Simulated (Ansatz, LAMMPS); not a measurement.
# Squeezing and shearing glassy 81SiO2-7Na2O-7CaO-4ZnO (mol %) (78 atoms), part 2 of 4

How stiff is glassy 81SiO2-7Na2O-7CaO-4ZnO (mol %) (78 atoms), and how do its levels respond to strain?

Ansatz 0.2.0; Kohn-Sham DFT, PBEsol, PAW (set soft_2), plane waves.

The cell: 22 Si, 4 Na, 2 Ca, 1 Zn and 49 O. The quench rate of 300 K/ps far exceeds what a furnace or splat quench reaches. The starting topology of bonds comes from the classical model. Sampling is at Γ alone.

So far. Step 2 (Single point at the start): The r.m.s. force at the start is 1.3 eV/Å.

## Step 3: Cell and atoms relaxed

Cell and atoms are freed together, to release stress as well as forces.

input.yaml

```yaml
crystal:
  lattice:
    - [10.09849, 0.0, 0.0]
    - [0.0, 10.09849, 0.0]
    - [0.0, 0.0, 10.09849]
  atoms:
    [... the 78 atom lines of step 2 ...]
kpoints:
  mp_grid: { grid: [1, 1, 1] }
hamiltonian:
  xc: pbesol
scf:
  occupations: { method: fixed }
output:
  forces: true
relax:
  f_tol: 0.05
  max_steps: 150
  cell: {}
```

On the command line:

```
> ansatz run input.yaml --threads 4 --pin off --max-ram 8192MiB --backend cpu --events-out ev --progress --plain --runs-dir out
```

Numbers of over 12 decimals in the logs are rounded to 6 here.

Output:

```text
[...]
Crystal: 78 atoms, lattice volume = 1029.839 Å³
Basis set: ecut = 420 eV, 20005 PW (Γ), exchange–correlation on 144×144×144 points (8 copies of the dense FFT grid, shifted against one another)
Bands: 303, of which v1, the nominal top of the filled ones, is band 225 counted from 1 (224 counted from 0)
Symmetry: 1 space group operations
[...]
k-points: 1
[...]
SCF iter   1: F=—  HF=-54001.686202 eV  |F-HF|=—  |Δ(HF+E_count)|=         —  Δρ=1.17e-2  dr2=1.14e0  ethr=1.77e-3  ⟨swp⟩=5.0  Hψ=1087  notcnv=0  defer=76
[...]
SCF iter   5: F=—  HF=-54001.360472 eV  |F-HF|=—  |Δ(HF+E_count)|=   1.92e-3  Δρ=1.78e-4  dr2=5.70e-4  ethr=2.22e-6  ⟨swp⟩=2.0  Hψ=395  notcnv=0  defer=65
[...]
SCF iter   9: F=—  HF=-54001.361829 eV  |F-HF|=—  |Δ(HF+E_count)|=   2.57e-6  Δρ=6.20e-6  dr2=4.42e-7  ethr=4.46e-10  ⟨swp⟩=2.0  Hψ=448  notcnv=0  defer=65
SCF iter  10: F=-54001.361830 eV  HF=-54001.361830 eV  |F-HF|=1.03e-7  |Δ(HF+E_count)|=   6.21e-7  Δρ=2.19e-6  dr2=6.46e-8  ethr=2.22e-11  ⟨swp⟩=4.0  Hψ=902  notcnv=0
SCF 1 converged in 10 iterations: F = -54001.361830 eV  dr2 = 6.46e-8
[...]
relax step   1: F+E_penalty+E_count = -54001.36183006 eV  Δ(F+E_penalty+E_count) = +0.000e0 eV  max|allowed force component| = 4.227e0 eV/Å  Δτ_max = 0.0000 Å  P = +1.920 GPa  Ω = 1029.839 Å³  (10 SCF iters, dr2 threshold 1.00e-7 eV, accepted)
[... from here on, the SCF cycles and remarks between the steps are left out ...]
relax step   2: F+E_penalty+E_count = -54004.91824118 eV  Δ(F+E_penalty+E_count) = -3.556e0 eV  max|allowed force component| = 2.638e0 eV/Å  Δτ_max = 0.1949 Å  P = +1.304 GPa  Ω = 1026.928 Å³  energy of the carried Pulay correction = +1.140e-2 eV  (8 SCF iters, dr2 threshold 7.80e-6 eV, accepted)
relax step   3: F+E_penalty+E_count = -54007.07018121 eV  Δ(F+E_penalty+E_count) = -2.152e0 eV  max|allowed force component| = 9.070e-1 eV/Å  Δτ_max = 0.1955 Å  P = +0.079 GPa  Ω = 1025.764 Å³  energy of the carried Pulay correction = +1.596e-2 eV  (8 SCF iters, dr2 threshold 7.80e-6 eV, accepted)
relax step   4: F+E_penalty+E_count = -54007.77363116 eV  Δ(F+E_penalty+E_count) = -7.034e-1 eV  max|allowed force component| = 6.295e-1 eV/Å  Δτ_max = 0.2000 Å  P = +0.176 GPa  Ω = 1021.427 Å³  energy of the carried Pulay correction = +3.302e-2 eV  (8 SCF iters, dr2 threshold 7.80e-6 eV, accepted)
relax step   5: F+E_penalty+E_count = -54008.03016977 eV  Δ(F+E_penalty+E_count) = -2.565e-1 eV  max|allowed force component| = 5.166e-1 eV/Å  Δτ_max = 0.1606 Å  P = -0.258 GPa  Ω = 1018.731 Å³  energy of the carried Pulay correction = +4.366e-2 eV  (7 SCF iters, dr2 threshold 7.80e-6 eV, accepted)
relax step   6: F+E_penalty+E_count = -54008.16680806 eV  Δ(F+E_penalty+E_count) = -1.366e-1 eV  max|allowed force component| = 2.823e-1 eV/Å  Δτ_max = 0.0613 Å  P = -0.091 GPa  Ω = 1017.003 Å³  energy of the carried Pulay correction = +5.050e-2 eV  (7 SCF iters, dr2 threshold 7.80e-6 eV, accepted)
relax step   7: F+E_penalty+E_count = -54008.30121205 eV  Δ(F+E_penalty+E_count) = -1.344e-1 eV  max|allowed force component| = 4.322e-1 eV/Å  Δτ_max = 0.2000 Å  P = +0.089 GPa  Ω = 1016.691 Å³  energy of the carried Pulay correction = +5.173e-2 eV  (8 SCF iters, dr2 threshold 4.98e-6 eV, accepted)
relax step   8: F+E_penalty+E_count = -54008.39873431 eV  Δ(F+E_penalty+E_count) = -9.752e-2 eV  max|allowed force component| = 3.527e-1 eV/Å  Δτ_max = 0.0545 Å  P = +0.035 GPa  Ω = 1017.364 Å³  energy of the carried Pulay correction = +4.907e-2 eV  (7 SCF iters, dr2 threshold 7.80e-6 eV, accepted)
relax step   9: F+E_penalty+E_count = -54008.57012594 eV  Δ(F+E_penalty+E_count) = -1.714e-1 eV  max|allowed force component| = 4.013e-1 eV/Å  Δτ_max = 0.1743 Å  P = -0.239 GPa  Ω = 1019.390 Å³  energy of the carried Pulay correction = +4.106e-2 eV  (8 SCF iters, dr2 threshold 7.77e-6 eV, accepted)
relax step  10: F+E_penalty+E_count = -54008.65240187 eV  Δ(F+E_penalty+E_count) = -8.228e-2 eV  max|allowed force component| = 8.474e-1 eV/Å  Δτ_max = 0.1187 Å  P = +0.279 GPa  Ω = 1018.576 Å³  energy of the carried Pulay correction = +4.427e-2 eV  (8 SCF iters, dr2 threshold 7.80e-6 eV, accepted)
relax step  11: F+E_penalty+E_count = -54008.82636790 eV  Δ(F+E_penalty+E_count) = -1.740e-1 eV  max|allowed force component| = 4.677e-1 eV/Å  Δτ_max = 0.0614 Å  P = +0.238 GPa  Ω = 1019.278 Å³  energy of the carried Pulay correction = +4.150e-2 eV  (7 SCF iters, dr2 threshold 7.80e-6 eV, accepted)
relax step  12: F+E_penalty+E_count = -54009.03528922 eV  Δ(F+E_penalty+E_count) = -2.089e-1 eV  max|allowed force component| = 5.228e-1 eV/Å  Δτ_max = 0.1833 Å  P = -0.972 GPa  Ω = 1024.310 Å³  energy of the carried Pulay correction = +2.167e-2 eV  (8 SCF iters, dr2 threshold 7.80e-6 eV, accepted)
[...]
relax step  17: F+E_penalty+E_count = -54009.95234942 eV  Δ(F+E_penalty+E_count) = -1.078e-1 eV  max|allowed force component| = 6.139e-1 eV/Å  Δτ_max = 0.1952 Å  P = +0.039 GPa  Ω = 1002.545 Å³  energy of the carried Pulay correction = +1.081e-1 eV  (7 SCF iters, dr2 threshold 4.72e-6 eV, accepted)
relax step  18: F+E_penalty+E_count = -54010.02606737 eV  Δ(F+E_penalty+E_count) = -7.372e-2 eV  max|allowed force component| = 4.983e-1 eV/Å  Δτ_max = 0.1926 Å  P = +0.119 GPa  Ω = 1000.412 Å³  energy of the carried Pulay correction = +1.167e-1 eV  (7 SCF iters, dr2 threshold 7.80e-6 eV, accepted)
relax step  19: F+E_penalty+E_count = -54009.88407099 eV  Δ(F+E_penalty+E_count) = +1.420e-1 eV  max|allowed force component| = 9.430e-1 eV/Å  Δτ_max = 0.2000 Å  P = +0.020 GPa  Ω = 1005.357 Å³  energy of the carried Pulay correction = +9.686e-2 eV  (8 SCF iters, dr2 threshold 7.80e-6 eV, rejected (line search))
relax step  20: F+E_penalty+E_count = -54010.10072274 eV  Δ(F+E_penalty+E_count) = -7.466e-2 eV  max|allowed force component| = 1.362e-1 eV/Å  Δτ_max = 0.0785 Å  P = +0.082 GPa  Ω = 1003.430 Å³  energy of the carried Pulay correction = +1.046e-1 eV  (12 SCF iters, accepted)
relax step  21: F+E_penalty+E_count = -54010.09136685 eV  Δ(F+E_penalty+E_count) = +9.356e-3 eV  max|allowed force component| = 4.150e-1 eV/Å  Δτ_max = 0.1000 Å  P = +0.064 GPa  Ω = 1003.781 Å³  energy of the carried Pulay correction = +1.032e-1 eV  (8 SCF iters, dr2 threshold 1.16e-6 eV, rejected (line search))
relax step  22: F+E_penalty+E_count = -54010.11647821 eV  Δ(F+E_penalty+E_count) = -1.576e-2 eV  max|allowed force component| = 7.324e-2 eV/Å  Δτ_max = 0.0449 Å  P = -0.046 GPa  Ω = 1004.323 Å³  energy of the carried Pulay correction = +1.010e-1 eV  (12 SCF iters, accepted)
relax step  23: F+E_penalty+E_count = -54010.12699363 eV  Δ(F+E_penalty+E_count) = -1.052e-2 eV  max|allowed force component| = 1.203e-1 eV/Å  Δτ_max = 0.0500 Å  P = +0.097 GPa  Ω = 1001.290 Å³  energy of the carried Pulay correction = +1.132e-1 eV  (8 SCF iters, dr2 threshold 3.35e-7 eV, rejected (line search))
relax step  24: F+E_penalty+E_count = -54010.12472434 eV  Δ(F+E_penalty+E_count) = -8.246e-3 eV  max|allowed force component| = 3.843e-2 eV/Å  Δτ_max = 0.0242 Å  P = -0.002 GPa  Ω = 1003.496 Å³  energy of the carried Pulay correction = +1.043e-1 eV  (11 SCF iters, accepted)
relax step  25: F+E_penalty+E_count = -54010.13389763 eV  Δ(F+E_penalty+E_count) = -9.173e-3 eV  max|allowed force component| = 3.844e-2 eV/Å  Δτ_max = 0.0000 Å  P = -0.052 GPa  Ω = 1003.496 Å³  stress off target by 3.43e-1 GPa  SCF on the basis re-selected at this cell (its energy is not comparable with the rows above)  (7 SCF iters)
relax step  26: F+E_penalty+E_count = -54010.14552428 eV  Δ(F+E_penalty+E_count) = -1.163e-2 eV  max|allowed force component| = 8.138e-2 eV/Å  Δτ_max = 0.0250 Å  P = +0.044 GPa  Ω = 1001.859 Å³  energy of the carried Pulay correction = +6.294e-3 eV  (8 SCF iters, dr2 threshold 2.94e-7 eV, accepted)
relax step  27: F+E_penalty+E_count = -54010.14705882 eV  Δ(F+E_penalty+E_count) = -1.535e-3 eV  max|allowed force component| = 4.304e-2 eV/Å  Δτ_max = 0.0164 Å  P = -0.001 GPa  Ω = 1002.078 Å³  energy of the carried Pulay correction = +5.510e-3 eV  (7 SCF iters, dr2 threshold 4.14e-7 eV, accepted)
relax step  28: F+E_penalty+E_count = -54010.14665899 eV  Δ(F+E_penalty+E_count) = +3.998e-4 eV  max|allowed force component| = 7.124e-2 eV/Å  Δτ_max = 0.0239 Å  P = -0.016 GPa  Ω = 1002.183 Å³  energy of the carried Pulay correction = +5.105e-3 eV  (9 SCF iters, dr2 threshold 1.28e-8 eV, accepted)
relax step  29: F+E_penalty+E_count = -54010.14853077 eV  Δ(F+E_penalty+E_count) = -1.872e-3 eV  max|allowed force component| = 1.128e-2 eV/Å  Δτ_max = 0.0147 Å  P = +0.002 GPa  Ω = 1002.037 Å³  energy of the carried Pulay correction = +5.663e-3 eV  (6 SCF iters, dr2 threshold 3.17e-7 eV, accepted)
relax step  30: F+E_penalty+E_count = -54010.14580817 eV  Δ(F+E_penalty+E_count) = +2.723e-3 eV  max|allowed force component| = 1.116e-2 eV/Å  Δτ_max = 0.0000 Å  P = -0.005 GPa  Ω = 1002.037 Å³  stress off target by 4.07e-2 GPa  SCF on the basis re-selected at this cell (its energy is not comparable with the rows above)  (7 SCF iters)
basis re-selected at this cell: Δ(F+E_penalty+E_count) = +2.723e-3 eV, ΔP = -0.007 GPa vs the last step (what re-selecting the basis moved, of the pressure what is left beyond the Pulay correction that the steps carried, after the strain that the cell walked since its last selection, [...]
SCF converged after 7 iterations
Free energy (F): -54010.145808 eV
[...]
Internal energy: -54010.145808 eV  (E = F + TS)
E sigma→0 (E₀):  -54010.145808 eV
Fermi energy:    4.662577 eV
[...]
Σ components = -54010.145808   (vs F -54010.145808, Δ=0.00e0)
--- Forces (eV/Å), atoms counted from 1 ---
  atom   1  Si     0.00887503    -0.00212794     0.00000229
  atom   2  Si     0.00766623    -0.00482262     0.00313540
  atom   3  Si     0.01001985     0.00002164    -0.00623749
  atom   4  Si     0.00937599    -0.00454341    -0.00266384
[...]
atom  78  O      0.00341154    -0.00031396    -0.00280776
  max |Σ_I F_I| component: 2.22e-5 eV/Å
--- Stress (GPa, compression-positive) ---
        0.011994      -0.015707       0.025231
       -0.015707      -0.004068       0.004820
        0.025230       0.004821      -0.023852
  P = ⅓ Tr σ = -0.0053 GPa (-0.053 kbar)
--- Relaxed structure (28 steps of the walk, 25 accepted, 2 SCFs on fresh bases) ---
  F+E_penalty+E_count = -54010.14580817 eV   max|allowed force component| = 1.116e-2 eV/Å   (the final SCF, on the basis selected at the relaxed cell)
  cell:  # Å, volume = 1002.0368 Å³
    - [10.181944, -0.237260, 0.315529]
    - [-0.237260, 10.057037, 0.145092]
    - [0.315529, 0.145092, 9.802969]
  atoms:
    - { symbol: Si, position: [0.440449, 0.411827, 0.270134] }
    - { symbol: Si, position: [0.436010, 0.778422, 0.871419] }
    - { symbol: Si, position: [0.408922, 0.112567, 0.267057] }
    - { symbol: Si, position: [0.414440, 0.064977, 0.959925] }
[...]
- { symbol: O, position: [0.723234, 0.603897, 0.034296] }
```

Wall time 3.2 min (4 threads of Intel Xeon Platinum 8488C (Sapphire Rapids), shared host); peak memory 1.3 GiB; 11 min of CPU time.

The relaxation converged after 28 steps, with a largest force component of 0.011 eV/Å.

## Step 4: Single point at the relaxed geometry

One more single point at the end of the walk gives the fuller output and checks the residual forces.

input.yaml

```yaml
crystal:
  lattice:
    - [10.18194, -0.23726, 0.31553]
    - [-0.23726, 10.05704, 0.14509]
    - [0.31553, 0.14509, 9.80297]
  atoms:
    - { symbol: Si, position: [0.44045, 0.41183, 0.27013] }
    - { symbol: Si, position: [0.43601, 0.77842, 0.87142] }
    - { symbol: Si, position: [0.40892, 0.11257, 0.26706] }
    - { symbol: Si, position: [0.41444, 0.06498, 0.95992] }
    - { symbol: Si, position: [0.97587, 0.94125, 0.34485] }
    - { symbol: Si, position: [0.17307, 0.25828, 0.93267] }
    [... 66 atom lines left out ...]
    - { symbol: O, position: [0.2517, 0.76851, 0.5436] }
    - { symbol: O, position: [0.77868, 0.85361, 0.70862] }
    - { symbol: O, position: [0.52515, 0.79503, 0.73137] }
    - { symbol: O, position: [0.92492, 0.51976, 0.89396] }
    - { symbol: O, position: [0.4176, 0.26239, 0.20363] }
    - { symbol: O, position: [0.72323, 0.6039, 0.0343] }
kpoints:
  mp_grid: { grid: [1, 1, 1] }
hamiltonian:
  xc: pbesol
scf:
  occupations: { method: fixed }
output:
  forces: true
  stress: true
  populations: intrinsic
  dos:
    method: { smearing: { sigma: 0.15 } }
    de: 0.1
    projected: { site_lists: { Ca: [Ca], Na: [Na], O: [O], Si: [Si], Zn: [Zn] } }
  eigenvalues: true
  write_density: true
  write_potential: true
  volumetric_format: npy
```

Output:

```text
[...]
Crystal: 78 atoms, lattice volume = 1002.037 Å³
Basis set: ecut = 420 eV, 19593 PW (Γ), exchange–correlation on 144×144×144 points (8 copies of the dense FFT grid, shifted against one another)
Bands: 303, of which v1, the nominal top of the filled ones, is band 225 counted from 1 (224 counted from 0)
Symmetry: 1 space group operations
[...]
k-points: 1
[...]
SCF iter   1: F=—  HF=-54010.458022 eV  |F-HF|=—  |Δ(HF+E_count)|=         —  Δρ=1.19e-2  dr2=1.10e0  ethr=1.77e-3  ⟨swp⟩=5.0  Hψ=1197  notcnv=0  defer=76
[...]
SCF iter  10: F=-54010.145804 eV  HF=-54010.145804 eV  |F-HF|=3.68e-8  |Δ(HF+E_count)|=   1.12e-7  Δρ=1.28e-6  dr2=2.23e-8  ethr=2.22e-11  ⟨swp⟩=11.0  Hψ=1908  notcnv=0
SCF 1 converged in 10 iterations: F = -54010.145804 eV  dr2 = 2.23e-8
[...]
SCF converged after 10 iterations
Free energy (F): -54010.145804 eV
[...]
Internal energy: -54010.145804 eV  (E = F + TS)
E sigma→0 (E₀):  -54010.145804 eV
Fermi energy:    4.663011 eV
[...]
--- Forces (eV/Å), atoms counted from 1 ---
  atom   1  Si     0.00851073    -0.00268184     0.00125087
  atom   2  Si     0.00883376    -0.00449828     0.00096590
  atom   3  Si     0.00972557     0.00066304    -0.00909972
  atom   4  Si     0.00976306    -0.00635632    -0.00087494
  atom   5  Si    -0.00810508    -0.01130059     0.01056531
  atom   6  Si    -0.00030737     0.00227090    -0.00293783
  atom   7  Si     0.00359260    -0.00679276    -0.00000921
  atom   8  Si     0.00322549     0.00242308    -0.00180577
  atom   9  Si     0.00147928     0.00042920     0.00196853
  atom  10  Si    -0.00308647     0.00409035    -0.00043478
  atom  11  Si     0.00115608     0.00225897    -0.00187659
  atom  12  Si    -0.00759337     0.00371321     0.00479128
  atom  13  Si     0.00430463    -0.00057062    -0.00371407
  atom  14  Si     0.00541558     0.00008990    -0.00540378
[...]
atom  77  O     -0.00187379    -0.00570802    -0.00559466
  atom  78  O      0.00551103    -0.00264299    -0.00389196
  max |Σ_I F_I| component: 1.24e-4 eV/Å
--- Stress (GPa, compression-positive) ---
        0.012977      -0.014291       0.025146
       -0.014291      -0.005390       0.004897
        0.025145       0.004898      -0.022912
  P = ⅓ Tr σ = -0.0051 GPa (-0.051 kbar)
--- Band table (eV) ---
[...]
--- intrinsic populations: 78 sites ---
  site symbol       q [e]
     0     Si      2.3461
     1     Si      2.2656
     2     Si      2.3732
[...]
77      O      6.8832
  spilling = 0.000000 (of n_electrons = 450.000000)
```

Wall time 9.1 s (4 threads); peak memory 1.4 GiB.

The run gave:

```yaml
free_energy: -54010.1458 eV
free_energy_per_atom: -692.4378 eV/atom
scf_cycles: 10
pressure: -0.005108 GPa
r_m_s_force_component: 0.00391 eV/Å
longest_force: 0.01746 eV/Å
fermi_energy: 4.663 eV
spacing_of_highest_filled_and_lowest_empty_level: 3.2 eV
```

Intrinsic-atomic-orbital charges by element and coordination:

| element | coordination | atoms | mean charge (e) | spread | least | most |
| --- | --- | --- | --- | --- | --- | --- |
| Ca | all | 2 | 1.78 | 0.0031 | 1.78 | 1.78 |
| Ca | 6 | 1 | 1.78 | 0 | 1.78 | 1.78 |
| Ca | 7 | 1 | 1.78 | 0 | 1.78 | 1.78 |
| Na | all | 4 | 0.802 | 0.0062 | 0.792 | 0.809 |
| Na | 3 | 1 | 0.804 | 0 | 0.804 | 0.804 |
| Na | 5 | 2 | 0.801 | 0.0084 | 0.792 | 0.809 |
| Na | 6 | 1 | 0.804 | 0 | 0.804 | 0.804 |
| O | all | 49 | -0.922 | 0.0869 | -1.16 | -0.844 |
| O | 2 | 24 | -0.881 | 0.0532 | -1.13 | -0.844 |
| O | 3 | 23 | -0.951 | 0.0896 | -1.16 | -0.882 |
| O | 4 | 2 | -1.09 | 0.0026 | -1.09 | -1.09 |
| Si | all | 22 | 1.68 | 0.0568 | 1.54 | 1.74 |
| Si | 4 | 20 | 1.68 | 0.059 | 1.54 | 1.74 |
| Si | 5 | 2 | 1.65 | 9.0e-4 | 1.65 | 1.66 |
| Zn | all | 1 | 1.48 | 0 | 1.48 | 1.48 |

Density of states as counts of states in windows of 1 eV (from the Fermi level), total and the larger projections:

```
from (eV)  to (eV)  total   O p  Si p  O s
      -18      -17    7.6   0.1   0.9  5.7
      -17      -16    5.5   0.1   0.6  4.0
      -16      -15    2.5   0.0   0.3  2.0
      -15      -12    0.0   0.0   0.0  0.0
      -12      -11    2.1   1.4   0.1  0.1
      -11      -10    8.4   5.6   0.4  0.3
      -10       -9   12.5   8.5   1.0  0.6
       -9       -8   12.6   9.0   1.7  0.5
       -8       -7   25.3  19.1   4.9  0.3
       -7       -6   24.6  17.5   3.8  0.6
       -6       -5   31.8  21.6   2.6  1.3
       -5       -4   47.8  41.0   2.7  1.4
       -4       -3   56.2  51.2   1.9  1.0
       -3       -2   46.0  43.1   0.9  0.5
       -2       -1   26.8  24.9   0.5  0.2
       -1        0    8.9   8.4   0.2  0.0
        0        1    1.1   1.0   0.0  0.0
        1        2    0.0   0.0   0.0  0.0
        2        3    0.1   0.0   0.0  0.0
        3        4    1.9   0.0   0.0  0.5
        4        5    3.3   0.4   0.5  0.5
```

With fixed occupations the program's Fermi level is the highest filled level; weight inside the gap is the broadening of levels at its edges.

Between -26 and -18 eV lie 118 more states.

The levels nearest the highest filled one (over half full), pooled over k-points and spins:

```csv
level less the highest filled one (eV),occupation
-1.05,2
-1.00,2
-0.814,2
-0.533,2
-0.229,2
0,2
3.20,0
4.83,0
5.02,0
5.08,0
5.16,0
5.37,0
```

Valence density in the ab plane at fractional z = 0.094, with atoms of Si and Na and Ca and O within 0.2 Å of it. It is the smooth field of the valence electrons, not physical close to the nuclei.

Values in e/Å³, 13 rows by 16 columns, each cell a mean:
```
 0  0  0  1  1  0  1  1  0  0  0  0  0  0  0  0
 0  0  0  1  1  0  0  0  0  0  0  0  0  0  0  0
 0  0  0  0  0  0  0  0  0  0  0  0  0  0  0  0
 1  0  0  0  0  0  0  0  1  0  0  0  0  0  4 10
 0  0  0  1  3  0  0  0  0  0  1  1  1  0  1  4
 0  0  0  3 12  1  0  1  1  0  1  1  1  0  0  0
 0  0  0  0  1  0  0  1  1  0  0  0  0  0  0  0
 0  0  0  0  0  0  0  0  0  0  0  0  1  4  1  0
 0  0  0  0  0  0  0  0  0  0  0  0  1  2  1  0
 1  3  1  0  0  0  0  0  0  0  1  1  0  0  0  0
 1  3  1  0  0  0  0  0  0  0  3  5  1  0  0  0
 0  0  0  0  0  0  1  1  0  0  1  1  0  2  4  1
 0  0  0  0  0  0  3  4  0  0  0  0  0  2  4  1
```
Columns run along a (10.2 Å), rows up along b (10.1 Å). Atoms in or near the plane, at fractional coordinates: Si at (0.59, 0.65), Na at (0.95, 0.70), Na at (0.26, 0.58), Ca at (0.89, 0.06), O at (0.69, 0.18).

Electrostatic potential energy in the ab plane at fractional z = 0.094, with atoms of Si and Na and Ca and O within 0.2 Å of it. With pseudopotentials it is smooth inside the atoms' cores, unlike the true potential.

Values in eV, 13 rows by 16 columns, each cell a mean:
```
  9   9   7  -2  -4   5   3   4  10  10  10   9   7   3   0   5
  9   9   5  -9 -10   5   9  10  10  10  10  10  10   9   9   9
  5   7   7   5   5   7   9   9   8   7   7   9  10   9   5   2
 -4   7   8   7   7   8   9   7  -6 -22 -10   6   8   6 -18 -38
  3   9   8  -2 -16   1   7   5 -22 -43 -27  -6   4   6  -8 -18
 10  10   8 -17 -40  -8   7  -6 -10 -13  -3  -5   3   6   7   8
 11  11  10   5   0   6   8  -1   2   8   7   5   2   2   8  11
 11  11  11  10  10  10   9   9  10   9   8   5  -8 -32  -3  11
 11  10  10   9  10  10  10  10  10   9   7   5  -2 -14   4  11
 -1 -22   0   8   9  10  10  10  10   9   2  -5   4   7   9  10
 -3 -20   1   8   9   9   9   9   9   9 -23 -37  -1   3   1   5
  6   9   9   8   8   7   1  -1   9  10   2  -4   3 -20 -36 -16
  6   9   9   7   6   5 -25 -28   7  10  10   8   2 -24 -38 -16
```
Columns run along a (10.2 Å; values clipped at the 3rd and 97th percentile), rows up along b (10.1 Å). Atoms in or near the plane, at fractional coordinates: Si at (0.59, 0.65), Na at (0.95, 0.70), Na at (0.26, 0.58), Ca at (0.89, 0.06), O at (0.69, 0.18).

The highest filled and lowest empty levels differ by 3.20 eV (at Γ alone); a semilocal functional tends to put such gaps too low. In a disordered cell it changes from sample to sample, and tail or defect levels can set it. Mean intrinsic-atomic-orbital charges: Ca +1.78, Na +0.80, O -0.92, Si +1.68, Zn +1.48 e.

(Part 2 of 4 ends here.)

[Logs are printed without paths, hosts, clocks, repeated set-up lines and the standing remarks that a program may print on its own settings, such as how far it seeks lower states.]

[Hosts, paths, dates, database ids (printed as entryN), source tags and the programs' standing remarks are cut or masked in the printed files.]
